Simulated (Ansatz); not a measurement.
# A hypothetical structure for CrFe3As2P2

Starting from a made-up structure for CrFe3As2P2, the aim is the relaxed cell, its shortest contacts and, where a second run follows, its electronic structure.

Main program and level: Ansatz 0.2.0; DFT, PBEsol, plane-wave PAW, files of the set soft_1, scalar-relativistic, ferromagnetic start, cell and ions relaxed at zero pressure; PAW set soft_1.

In doubt: warnings of the run leave room for a lower electronic state, so energies may not be the lowest and differences between runs may mislead.

## 1. Starting point

It takes space group Pm (No. 6, monoclinic). The conventional cell has a = 5.321 Å, b = 3.394 Å, c = 5.881 Å, α = 90.00°, β = 90.40°, γ = 90.00°. As has 4 Fe at 2.19 to 2.50 Å and 2 Cr at 2.39 Å nearest. Nearest to As lie 1 Cr at 2.32 Å and 5 Fe at 2.37 to 2.47 Å. Nearest to Fe lie 3 As at 2.19 to 2.40 Å and 3 P at 2.40 to 2.49 Å. Nearest to Fe lie 3 P at 2.34 to 2.41 Å and 3 As at 2.37 to 2.50 Å. Fe has 3 P at 2.30 to 2.33 Å and 3 As at 2.42 to 2.47 Å nearest. Nearest to Cr lie 3 As at 2.32 to 2.39 Å and 3 P at 2.47 to 2.48 Å. Farther neighbours are not listed.

As a file:

```cif
data_structure
_symmetry_space_group_name_H-M 'P 1'
_symmetry_Int_Tables_number 1
_cell_length_a 5.3210
_cell_length_b 3.3940
_cell_length_c 5.8810
_cell_angle_alpha 90.000
_cell_angle_beta 90.400
_cell_angle_gamma 90.000
_cell_volume 106.21
loop_
_atom_site_label
_atom_site_type_symbol
_atom_site_fract_x
_atom_site_fract_y
_atom_site_fract_z
_atom_site_occupancy
As1 As 0.71690 0.50000 0.92410 1
As2 As 0.79360 0.00000 0.41580 1
Fe3 Fe 0.00040 0.50000 0.19640 1
Fe4 Fe 0.50720 0.50000 0.30390 1
Fe5 Fe 0.00340 0.00000 0.79100 1
Cr6 Cr 0.50470 0.00000 0.71000 1
P7 P 0.19550 0.50000 0.58230 1
P8 P 0.29390 0.00000 0.08330 1
```

## 2. Relaxing cell and atoms

The guess takes its coordinates from another compound and its volume from a rule, so the cell and any free coordinates are relaxed together.

input.yaml reads:

```yaml
crystal:
  lattice:
    - [5.321, 0.0, 0.0]
    - [0.0, 3.394, 0.0]
    - [-0.041056792, 0.0, 5.880856684]
  atoms:
    - { symbol: As, position: [0.7169, 0.5, 0.9241] }
    - { symbol: As, position: [0.7936, 0.0, 0.4158] }
    - { symbol: Fe, position: [0.0004, 0.5, 0.1964], spin: 3.0 }
    - { symbol: Fe, position: [0.5072, 0.5, 0.3039], spin: 3.0 }
    - { symbol: Fe, position: [0.0034, 0.0, 0.791], spin: 3.0 }
    - { symbol: Cr, position: [0.5047, 0.0, 0.71], spin: 3.0 }
    - { symbol: P, position: [0.1955, 0.5, 0.5823] }
    - { symbol: P, position: [0.2939, 0.0, 0.0833] }
magnetization:
  spin_polarized: true
kpoints:
  mp_grid: { grid: [5, 8, 5] }
scf:
  occupations: { method: fermi_dirac, width: 0.05 }
hamiltonian:
  xc: pbesol
  pseudopotentials: { kind: paw, azcp: { folder: soft_1 }, xc_functional: pbe }
relax:
  f_tol: 0.015
  max_steps: 70
  cell: {}
output:
  forces: true
  stress: true
```

Run with:

```console
$ ansatz run input.yaml --threads 4 --pin off --max-ram 10240MiB --backend cpu --events-out ev --progress --plain --runs-dir out
```

Numbers of over 12 decimals in the logs are rounded to 6 here.

The program printed:

```text
Engine: ansatz 0.2.0, aarch64-unknown-linux-gnu
Pseudopotentials: kind: paw
Pseudopotential: As, paw, valence charge 15, recommended cutoff 420 eV (normal), soft_1/As.paw.azcp
Pseudopotential: Fe, paw, valence charge 16, recommended cutoff 420 eV (normal), soft_1/Fe.paw.azcp
Pseudopotential: Cr, paw, valence charge 14, recommended cutoff 420 eV (normal), soft_1/Cr.paw.azcp
Pseudopotential: P, paw, valence charge 5, recommended cutoff 420 eV (normal), soft_1/P.paw.azcp
Functional definition: PBEsol
  exchange = pbesol_x
  correlation = pbesol_c
Crystal: 8 atoms, lattice volume = 106.205 Å³
Basis set: ecut = 420 eV, 2113 PW (Γ), exchange–correlation on 72×48×80 points (8 copies of the dense FFT grid, shifted against one another)
Bands: 69, of which v1, the nominal top of the filled ones, is band 51 counted from 1 (50 counted from 0)
Symmetry: 2 space group operations
Space group: Pm (ITA 6), of the structure as read, at distance tolerance 4.7e-5 Å
Magnetic group: BNS 6.18 (UNI 25), of the structure as read, at distance tolerance 4.7e-5 Å
k-points: 65 of 200 (time reversal used)
Non-local potential: As, projectors of the file, l = 0: 2, l = 1: 2, l = 2: 3, l = 3: 1
Non-local potential: Fe, projectors of the file, l = 0: 3, l = 1: 2, l = 2: 3, l = 3: 1
Non-local potential: Cr, projectors of the file, l = 0: 3, l = 1: 2, l = 2: 3, l = 3: 1
Non-local potential: P, projectors of the file, l = 0: 2, l = 1: 2, l = 2: 1
PAW form: soft (Blöchl's): semilocal exchange-correlation on the pseudo side does not see the compensation charge
PAW frozen core: As, regenerated for the run's functional, and the local potential with it (the file was generated under x = pbe(κ = 0.804, μ = 0.219515), c = pbe(β = 0.066725))
PAW frozen core: Fe, regenerated for the run's functional, and the local potential with it (the file was generated under x = pbe(κ = 0.804, μ = 0.219515), c = pbe(β = 0.066725))
PAW frozen core: Cr, regenerated for the run's functional, and the local potential with it (the file was generated under x = pbe(κ = 0.804, μ = 0.219515), c = pbe(β = 0.066725))
PAW frozen core: P, regenerated for the run's functional, and the local potential with it (the file was generated under x = pbe(κ = 0.804, μ = 0.219515), c = pbe(β = 0.066725))
PAW one-centre angular grid: As, 590 points (default); XC on 64 Gauss nodes
PAW one-centre angular grid: Fe, 590 points (default); XC on 64 Gauss nodes
PAW one-centre angular grid: Cr, 590 points (default); XC on 64 Gauss nodes
PAW one-centre angular grid: P, 110 points (default); XC on 64 Gauss nodes
Initial density: superposition of atomic densities (chi_scale 0.1, normalization cell)
Starting moments: Σ|m| = 12 μB on 4 of 8 sites
Initial wavefunctions: pseudopotential atomic-orbital guess
Functional: x = pbesol(κ = 0.804, μ = 0.123457), c = pbesol(β = 0.046)
SCF iter   1: F=—  HF=-27802.586212 eV  |F-HF|=—  |Δ(HF+E_count)|=         —  Δρ=7.33e-2 (↑7.33e-2 ↓3.38e-2)  dr2=9.23e0  dr2_m=8.68e-1  M=8.871 μB ∫|m|=10.050 μB  β_m=0.30  ethr=3.10e-3  ⟨swp⟩=6.0  Hψ=33495  notcnv=0  defer=49
Mixer restart at iter 1: flushing history
preconditioner: auto → Kerker (q_TF=auto, 2.710 Å⁻¹)  [metal: Δε(μ)=0.009 eV  Ē_g=8.779 eV  σ=0.050 eV  W_gap=0.04  n_scr=38 (ndim 8)  ℏωp=25.5 eV  f_vac=0.000  D(μ)=5.10/eV (n_scr^D=42)]
spin=Collinear: Kerker preconditioning applied to the charge; magnetization (m = ρ↑ − ρ↓) channel mixes plain (no charge-response kernel on spin).
SCF iter   2: F=—  HF=-27800.857489 eV  |F-HF|=—  |Δ(HF+E_count)|=    1.73e0  Δρ=3.66e-2 (↑3.66e-2 ↓2.57e-2)  dr2=2.56e0  dr2_m=4.75e-1  M=8.532 μB ∫|m|=9.830 μB  β_m=0.42  ethr=3.10e-3  ⟨swp⟩=3.0  Hψ=17762  notcnv=0  defer=819
SCF iter   3: F=—  HF=-27802.656730 eV  |F-HF|=—  |Δ(HF+E_count)|=    1.80e0  Δρ=2.68e-2 (↑2.09e-2 ↓2.68e-2)  dr2=7.47e-1  dr2_m=4.47e-1  M=7.814 μB ∫|m|=9.239 μB  β_m=0.71  ethr=2.51e-3  ⟨swp⟩=2.9  Hψ=13156  notcnv=0  defer=819
SCF iter   4: F=—  HF=-27804.074399 eV  |F-HF|=—  |Δ(HF+E_count)|=    1.42e0  Δρ=3.11e-2 (↑1.01e-2 ↓3.11e-2)  dr2=1.16e0  dr2_m=3.46e-1  M=6.905 μB ∫|m|=8.334 μB  β_m=0.46  ethr=7.32e-4  ⟨swp⟩=2.7  Hψ=12224  notcnv=0  defer=885
SCF iter   5: F=—  HF=-27804.453281 eV  |F-HF|=—  |Δ(HF+E_count)|=   3.79e-1  Δρ=1.98e-2 (↑1.98e-2 ↓1.32e-2)  dr2=1.11e-1  dr2_m=2.37e-1  M=6.229 μB ∫|m|=7.565 μB  β_m=0.65  ethr=7.32e-4  ⟨swp⟩=3.0  Hψ=14601  notcnv=0  defer=886
SCF iter   6: F=—  HF=-27805.251945 eV  |F-HF|=—  |Δ(HF+E_count)|=         —  Δρ=5.46e-2 (↑5.46e-2 ↓3.85e-2)  dr2=2.51e-1  dr2_m=2.08e0  M=3.947 μB ∫|m|=4.848 μB  β_m=1.00  ethr=1.08e-4  ⟨swp⟩=3.0  Hψ=17482  notcnv=0  defer=904
Mixer restart at iter 6: flushing history
SCF iter   7: F=—  HF=-27805.001050 eV  |F-HF|=—  |Δ(HF+E_count)|=   2.51e-1  Δρ=1.85e-2 (↑1.16e-2 ↓1.85e-2)  dr2=6.65e-1  dr2_m=4.53e-2  M=3.816 μB ∫|m|=4.581 μB  β_m=0.85  ethr=4.90e-5  ⟨swp⟩=3.5  Hψ=20157  notcnv=0  defer=904
SCF iter   8: F=—  HF=-27805.195727 eV  |F-HF|=—  |Δ(HF+E_count)|=   1.95e-1  Δρ=2.71e-2 (↑2.71e-2 ↓1.65e-2)  dr2=1.44e0  dr2_m=4.37e-2  M=3.882 μB ∫|m|=4.585 μB  β_m=0.52  ethr=4.90e-5  ⟨swp⟩=4.0  Hψ=23672  notcnv=0  defer=901
SCF iter   9: F=—  HF=-27804.893904 eV  |F-HF|=—  |Δ(HF+E_count)|=   3.02e-1  Δρ=8.56e-3 (↑8.56e-3 ↓3.21e-3)  dr2=8.55e-2  dr2_m=1.31e-2  M=3.836 μB ∫|m|=4.550 μB  β_m=0.80  ethr=4.90e-5  ⟨swp⟩=3.0  Hψ=18838  notcnv=0  defer=901
SCF iter  10: F=—  HF=-27804.873928 eV  |F-HF|=—  |Δ(HF+E_count)|=   2.00e-2  Δρ=1.87e-3 (↑1.87e-3 ↓1.27e-3)  dr2=6.60e-3  dr2_m=7.50e-4  M=3.814 μB ∫|m|=4.507 μB  β_m=0.77  ethr=4.90e-5  ⟨swp⟩=2.7  Hψ=18256  notcnv=0  defer=900
SCF iter  11: F=—  HF=-27804.874431 eV  |F-HF|=—  |Δ(HF+E_count)|=   5.03e-4  Δρ=9.37e-4 (↑8.74e-4 ↓9.37e-4)  dr2=1.12e-3  dr2_m=4.66e-4  M=3.801 μB ∫|m|=4.492 μB  β_m=0.76  ethr=6.47e-6  ⟨swp⟩=2.0  Hψ=16360  notcnv=0  defer=900
SCF iter  12: F=—  HF=-27804.874256 eV  |F-HF|=—  |Δ(HF+E_count)|=   1.74e-4  Δρ=8.85e-4 (↑8.85e-4 ↓7.38e-4)  dr2=1.25e-3  dr2_m=3.19e-4  M=3.797 μB ∫|m|=4.487 μB  β_m=0.74  ethr=1.10e-6  ⟨swp⟩=2.0  Hψ=16353  notcnv=0  defer=900
SCF iter  13: F=—  HF=-27804.874050 eV  |F-HF|=—  |Δ(HF+E_count)|=   2.06e-4  Δρ=3.74e-4 (↑3.74e-4 ↓3.08e-4)  dr2=1.45e-4  dr2_m=6.54e-5  M=3.800 μB ∫|m|=4.491 μB  β_m=0.73  ethr=1.10e-6  ⟨swp⟩=2.0  Hψ=14590  notcnv=0  defer=900
SCF iter  14: F=—  HF=-27804.874051 eV  |F-HF|=—  |Δ(HF+E_count)|=   1.10e-6  Δρ=3.77e-4 (↑1.83e-4 ↓3.77e-4)  dr2=1.79e-4  dr2_m=4.59e-5  M=3.795 μB ∫|m|=4.486 μB  β_m=0.87  ethr=1.42e-7  ⟨swp⟩=2.0  Hψ=13998  notcnv=0  defer=900
[...]
SCF iter   2: F=—  HF=-27805.665111 eV  |F-HF|=—  |Δ(HF+E_count)|=   4.84e-5  Δρ=7.02e-5 (↑7.02e-5 ↓4.52e-5)  dr2=2.19e-6  dr2_m=1.10e-6  M=2.912 μB ∫|m|=3.401 μB  β_m=0.51  ethr=1.27e-7  ⟨swp⟩=2.0  Hψ=10894  notcnv=0
SCF iter   3: F=—  HF=-27805.665127 eV  |F-HF|=—  |Δ(HF+E_count)|=   1.51e-5  Δρ=2.85e-5 (↑2.59e-5 ↓2.85e-5)  dr2=1.46e-6  dr2_m=2.76e-8  M=2.911 μB ∫|m|=3.401 μB  β_m=0.53  ethr=2.15e-9  ⟨swp⟩=2.6  Hψ=15971  notcnv=0
SCF iter   4: F=—  HF=-27805.665137 eV  |F-HF|=—  |Δ(HF+E_count)|=   1.07e-5  Δρ=3.00e-5 (↑2.15e-5 ↓3.00e-5)  dr2=2.78e-6  dr2_m=4.68e-8  M=2.911 μB ∫|m|=3.401 μB  β_m=0.77  ethr=1.43e-9  ⟨swp⟩=2.0  Hψ=12398  notcnv=0
SCF iter   5: F=—  HF=-27805.665149 eV  |F-HF|=—  |Δ(HF+E_count)|=   1.13e-5  Δρ=3.60e-5 (↑2.17e-5 ↓3.60e-5)  dr2=3.52e-6  dr2_m=1.30e-7  M=2.911 μB ∫|m|=3.400 μB  β_m=0.88  ethr=1.43e-9  ⟨swp⟩=2.0  Hψ=11875  notcnv=0
SCF iter   6: F=—  HF=-27805.665154 eV  |F-HF|=—  |Δ(HF+E_count)|=   5.92e-6  Δρ=2.09e-5 (↑7.36e-6 ↓2.09e-5)  dr2=8.63e-7  dr2_m=6.52e-8  M=2.911 μB ∫|m|=3.400 μB  β_m=0.94  ethr=1.43e-9  ⟨swp⟩=2.0  Hψ=15167  notcnv=0
SCF iter   7: F=—  HF=-27805.665156 eV  |F-HF|=—  |Δ(HF+E_count)|=   1.16e-6  Δρ=4.96e-6 (↑4.96e-6 ↓3.92e-6)  dr2=2.91e-8  dr2_m=1.01e-8  M=2.911 μB ∫|m|=3.400 μB  β_m=0.97  ethr=8.46e-10  ⟨swp⟩=2.0  Hψ=15782  notcnv=0
SCF iter   8: F=—  HF=-27805.665156 eV  |F-HF|=—  |Δ(HF+E_count)|=   2.47e-8  Δρ=5.98e-6 (↑5.98e-6 ↓4.36e-6)  dr2=6.36e-8  dr2_m=6.45e-9  M=2.911 μB ∫|m|=3.400 μB  β_m=0.97  ethr=2.85e-11  ⟨swp⟩=2.5  Hψ=15928  notcnv=0
SCF iter   9: F=—  HF=-27805.665156 eV  |F-HF|=—  |Δ(HF+E_count)|=   4.37e-9  Δρ=2.57e-6 (↑2.20e-6 ↓2.57e-6)  dr2=2.15e-8  dr2_m=3.61e-10  M=2.911 μB ∫|m|=3.400 μB  β_m=0.99  ethr=2.85e-11  ⟨swp⟩=2.0  Hψ=15652  notcnv=0
SCF iter  10: F=—  HF=-27805.665156 eV  |F-HF|=—  |Δ(HF+E_count)|=   1.96e-8  Δρ=1.08e-6 (↑7.25e-7 ↓1.08e-6)  dr2=3.24e-9  dr2_m=9.84e-11  M=2.911 μB ∫|m|=3.400 μB  β_m=0.97  ethr=2.11e-11  ⟨swp⟩=2.0  Hψ=15668  notcnv=0
SCF iter  11: F=—  HF=-27805.665156 eV  |F-HF|=—  |Δ(HF+E_count)|=   1.19e-9  Δρ=7.02e-7 (↑4.12e-7 ↓7.02e-7)  dr2=1.59e-9  dr2_m=3.92e-11  M=2.911 μB ∫|m|=3.400 μB  β_m=0.99  ethr=3.18e-12  ⟨swp⟩=2.0  Hψ=10603  notcnv=0
SCF iter  12: F=—  HF=-27805.665156 eV  |F-HF|=—  |Δ(HF+E_count)|=  5.53e-10  Δρ=4.35e-7 (↑3.36e-7 ↓4.35e-7)  dr2=5.68e-10  dr2_m=2.88e-11  M=2.911 μB ∫|m|=3.400 μB  β_m=0.99  ethr=1.56e-12  ⟨swp⟩=2.0  Hψ=13911  notcnv=0
SCF iter  13: F=—  HF=-27805.665156 eV  |F-HF|=—  |Δ(HF+E_count)|=  2.11e-10  Δρ=1.26e-7 (↑1.26e-7 ↓1.12e-7)  dr2=4.56e-11  dr2_m=1.99e-12  M=2.911 μB ∫|m|=3.400 μB  β_m=0.90  ethr=1.00e-12  ⟨swp⟩=2.0  Hψ=11631  notcnv=0
SCF iter  14: F=—  HF=-27805.665156 eV  |F-HF|=—  |Δ(HF+E_count)|=  7.28e-12  Δρ=6.59e-8 (↑6.59e-8 ↓6.27e-8)  dr2=1.01e-11  dr2_m=7.59e-13  M=2.911 μB ∫|m|=3.400 μB  β_m=0.75  ethr=1.00e-12  ⟨swp⟩=1.0  Hψ=8972  notcnv=0
SCF iter  15: F=—  HF=-27805.665156 eV  |F-HF|=—  |Δ(HF+E_count)|=  1.46e-11  Δρ=1.72e-7 (↑1.17e-7 ↓1.72e-7)  dr2=1.12e-10  dr2_m=8.35e-13  M=2.911 μB ∫|m|=3.400 μB  β_m=0.71  ethr=1.00e-12  ⟨swp⟩=1.0  Hψ=8970  notcnv=0
SCF iter  16: F=-27805.665156 eV  HF=-27805.665156 eV  |F-HF|=5.09e-11  |Δ(HF+E_count)|=  3.64e-12  Δρ=1.16e-7 (↑7.28e-8 ↓1.16e-7)  dr2=4.82e-11  dr2_m=4.83e-13  M=2.911 μB ∫|m|=3.400 μB  ethr=1.00e-12  ⟨swp⟩=2.0  Hψ=22871  notcnv=0
SCF 10 converged in 16 iterations: F = -27805.665156 eV  dr2 = 4.82e-11
relax step  10: F+E_penalty+E_count = -27805.66515561 eV  Δ(F+E_penalty+E_count) = +4.333e-3 eV  max|allowed force component| = 8.256e-3 eV/Å  Δτ_max = 0.0000 Å  P = -0.016 GPa  Ω = 97.361 Å³  stress off target by 4.43e-2 GPa  SCF on the basis re-selected at this cell (its energy is not comparable with the rows above)  (16 SCF iters)
basis re-selected at this cell: Δ(F+E_penalty+E_count) = +4.333e-3 eV, ΔP = +0.000 GPa vs the last step (what re-selecting the basis moved, of the pressure what is left beyond the Pulay correction that the steps carried, after the strain that the cell walked since its last selection, with what the two solves' SCF thresholds leave and, on support functions, any second-order correction that the steps lacked; it is no m [...]
WARN: an SCF from ferrimagnetic starting moments (0.00, 0.00, -3.00, 3.00, 3.00, 3.00, 0.00, 0.00 Bohr magnetons, atom by atom) was not made, by what the run has read of turns of its moments that order reads lower: the deck asks for what bars it, or types moments that do (magnetization.spin_polarized, in the input reference, names some of the keys), or the run goes by scf.lower_state_search: light, the default, which as a rule tries one only behind a close that has lost an order of both signs, or on which an open d or half-filled 4f shell of a PAW file has lost a moment that was set nearer to Hund's than to what is left; [rest of the remark cut]
SCF converged after 16 iterations
Magnetization: 2.9105 μB (52.4553 up, 49.5447 down)
Absolute magnetization: 3.3985 μB (∫|ρ↑−ρ↓|, with the PAW one-centre terms)
Spin contamination: 0.0478 ħ² per cell (⟨S²⟩ above its minimum at these occupations)
Per-site moments (μB) at R_I (Å): [(-0.036774, 0.945773), (-0.024282, 0.962274), (0.564711, 0.945773), (0.813246, 0.912794), (0.819087, 0.928445), (0.764918, 0.962522), (-0.034248, 0.912794), (-0.030259, 0.928445)]
Free energy (F): -27805.665156 eV
Harris-Foulkes:  -27805.665156 eV  (|F-HF|=5.09e-11)
Internal energy: -27805.621322 eV  (E = F + TS)
E sigma→0 (E₀):  -27805.643239 eV
Entropy (-TS):   -0.043834 eV (-5.479 meV/atom)
Fermi energy:    17.014869 eV
--- Per-component energies (eV) ---
  E_band       = -1075.763184
  E_kinetic    = 1661.186458
  E_local      = -12176.869041  (includes V_loc(G=0)·N_el)
  E_nonlocal   = 199.399402
  E_hartree    = 5796.177335
  E_xc         = -742.241379
  E_vxc        = -859.573719  (∫ρ·V_xc dr)
  E_paw        = -10275.838079  (= ΣΔE_a)
  E_vpaw       = -1492.258585  (= ΣTr[D̂ρ^β])
  E_aug_tail   = -0.002263  (compensation charges beyond the density's cutoff)
  E_ewald      = -12270.156413
  E_core_change = 2.722658  (= ΣΔE_core)
  E_smearing   = -0.043834  (= −TS)
  E_closure    = 0.000000  (closes the sum)
  Σ components = -27805.665156   (vs F -27805.665156, Δ=0.00e0)
--- Forces (eV/Å), atoms counted from 1 ---
  atom   1  As    -0.00560137    -0.00000000    -0.00464746
  atom   2  As    -0.00150488     0.00000000    -0.00733767
  atom   3  Fe    -0.00413885     0.00000000     0.00636025
  atom   4  Fe     0.00562854     0.00000000     0.00689352
  atom   5  Fe    -0.00575376     0.00000000     0.00825544
  atom   6  Cr    -0.00182872    -0.00000000    -0.00744230
  atom   7  P      0.00721498    -0.00000000    -0.00409279
  atom   8  P      0.00598433     0.00000000     0.00201033
  max |Σ_I F_I| component: 6.88e-7 eV/Å
--- Stress (GPa, compression-positive) ---
        0.008615      -0.000000      -0.025692
       -0.000000      -0.026056      -0.000000
       -0.025692      -0.000000      -0.031824
  P = ⅓ Tr σ = -0.0164 GPa (-0.164 kbar)
--- Relaxed structure (9 steps of the walk, 8 accepted, 1 SCFs on fresh bases) ---
  F+E_penalty+E_count = -27805.66515561 eV   max|allowed force component| = 8.256e-3 eV/Å   (the final SCF, on the basis selected at the relaxed cell)
  cell:  # Å, volume = 97.3612 Å³
    - [5.300309, 4.529776447141481e-17, 0.026879]
    - [2.889318034504453e-17, 3.133753, 5.778636069008898e-17]
    - [-0.011190, 9.977815091711833e-17, 5.861594]
  atoms:
    - { symbol: As, position: [0.699527, 0.500000, 0.934495] }
    - { symbol: As, position: [0.808691, 0, 0.426451] }
    - { symbol: Fe, position: [0.017140, 0.5, 0.199135] }
    - { symbol: Fe, position: [0.491856, 0.5, 0.306062] }
    - { symbol: Fe, position: [0.014707, 0, 0.797785] }
    - { symbol: Cr, position: [0.485971, 0, 0.698130] }
    - { symbol: P, position: [0.191188, 0.5, 0.568835] }
    - { symbol: P, position: [0.306520, 0, 0.075908] }
```

Wall time 6.7 min (4 threads of Arm Neoverse V2, shared host); peak memory 0.99 GiB.

The steps of the relaxation:

```tsv
step	energy less that of the first step (eV)	largest force component (eV/Å)	pressure (GPa)	volume (Å³)
1	0.0000	1.7982	-10.01	106.21
2	-0.6007	0.8143	-4.11	100.57
3	-0.7214	0.4961	4.46	96.07
4	-0.7698	0.1275	-0.31	98.04
5	-0.7804	0.1394	-0.23	97.81
6	-0.7898	0.1608	-0.17	97.44
7	-0.7948	0.0524	-0.02	97.38
8	-0.7948	0.0708	0.18	97.25
9	-0.7954	0.0082	-0.02	97.36
10*	-0.7911	0.0083	-0.02	97.36
```

Relaxation steps marked * repeat the geometry before them on a plane-wave basis chosen anew for their cell, so energy and pressure can jump there. Relaxation step 8 was tried and not accepted.

The run keeps the 2 symmetry operations that it works with, so distortions that break them were not tested.

```tsv
cell as run	before	after	change
a (Å)	5.321	5.300	-0.4 %
b (Å)	3.394	3.134	-7.7 %
c (Å)	5.881	5.862	-0.3 %
β (°)	90.40	89.82	-0.6 %
volume (Å³/atom)	13.28	12.17	-8.3 %
```

The atoms that moved most (Å, as changes of fractional coordinates times the final cell):

```tsv
atom	dx	dy	dz	length
Cr6	-0.099	0.000	-0.070	0.121
As1	-0.092	0.000	0.060	0.110
As2	0.080	0.000	0.063	0.102
Fe3	0.089	0.000	0.016	0.090
Fe4	-0.081	0.000	0.012	0.082
P7	-0.023	0.000	-0.079	0.082
P8	0.067	0.000	-0.043	0.080
Fe5	0.060	0.000	0.040	0.072
```

The relaxed structure:

```xyz
8
Lattice="5.3003 0.0000 0.0269 0.0000 3.1338 0.0000 -0.0112 0.0000 5.8616" Properties=species:S:1:pos:R:3 pbc="T T T"
As    3.6973    1.5669    5.4964
As    4.2815    0.0000    2.5214
Fe    0.0886    1.5669    1.1677
Fe    2.6036    1.5669    1.8072
Fe    0.0690    0.0000    4.6767
Cr    2.5680    0.0000    4.1052
P     1.0070    1.5669    3.3394
P     1.6238    0.0000    0.4532
```

Numbers from this step:

* free energy: -27805.6652 eV
* energy at zero smearing: -27805.6432 eV
* smearing term TS: 0.04383 eV
* Fermi energy: 17.01 eV
* magnetization: 2.911 μB
* absolute magnetization: 3.399 μB
* site moments: -0.03677, -0.02428, 0.5647, 0.8132, 0.8191, 0.7649, -0.03425, -0.03026 μB
* electrons: 102
* symmetry operations: 2
* pressure: -0.01642 GPa

Site moment by atom:

```tsv
atom	site moment (μB)
As1	-0.037
As2	-0.024
Fe3	0.565
Fe4	0.813
Fe5	0.819
Cr6	0.765
P7	-0.034
P8	-0.030
```

The shortest distance of each pair, which need not be the same contact before and after:

```tsv
pair	guess (Å)	relaxed (Å)
Fe–P	2.304	2.213
As–Fe	2.192	2.293
As–Cr	2.322	2.333
Cr–P	2.472	2.341
Cr–Fe	2.693	2.563
```

The relaxation ends with a largest force component of 0.0083 eV/Å and a pressure of -0.02 GPa.

## 3. Outcome

```json
{
 "space group, relaxed": "Pm",
 "conventional cell": "a = 5.300, b = 3.134, c = 5.862 Å; α = 90.0°, β = 90.2°, γ = 90.0°",
 "volume per atom": "12.17 Å³ (guess 13.28)",
 "total moment": "2.91 μB in the cell of 8 atoms"
}
```

What this shows: CrFe3As2P2 relaxes to Pm with a = 5.300, b = 3.134 and c = 5.862 Å. The guessed volume was 9 % too large. The space group Pm was held in the relaxation, so the end point is a stationary structure within it and may be a saddle against distortions or other arrangements. The input starts from parallel moments, and no other start was typed. The electronic state may lie above the lowest one. Mesh and cutoff weren't tested. No dispersion term is used, so weakly bound directions may come out too long. The program estimates, without running it, that another magnetic order lies lower than the one relaxed here. Nothing here tests whether the compound is stable against decomposition.

[Logs are printed without paths, hosts, clocks, repeated set-up lines and the standing remarks that a program may print on its own settings, such as how far it seeks lower states.]

[Hosts, paths, dates, database ids (printed as entryN), source tags and the programs' standing remarks are cut or masked in the printed files.]
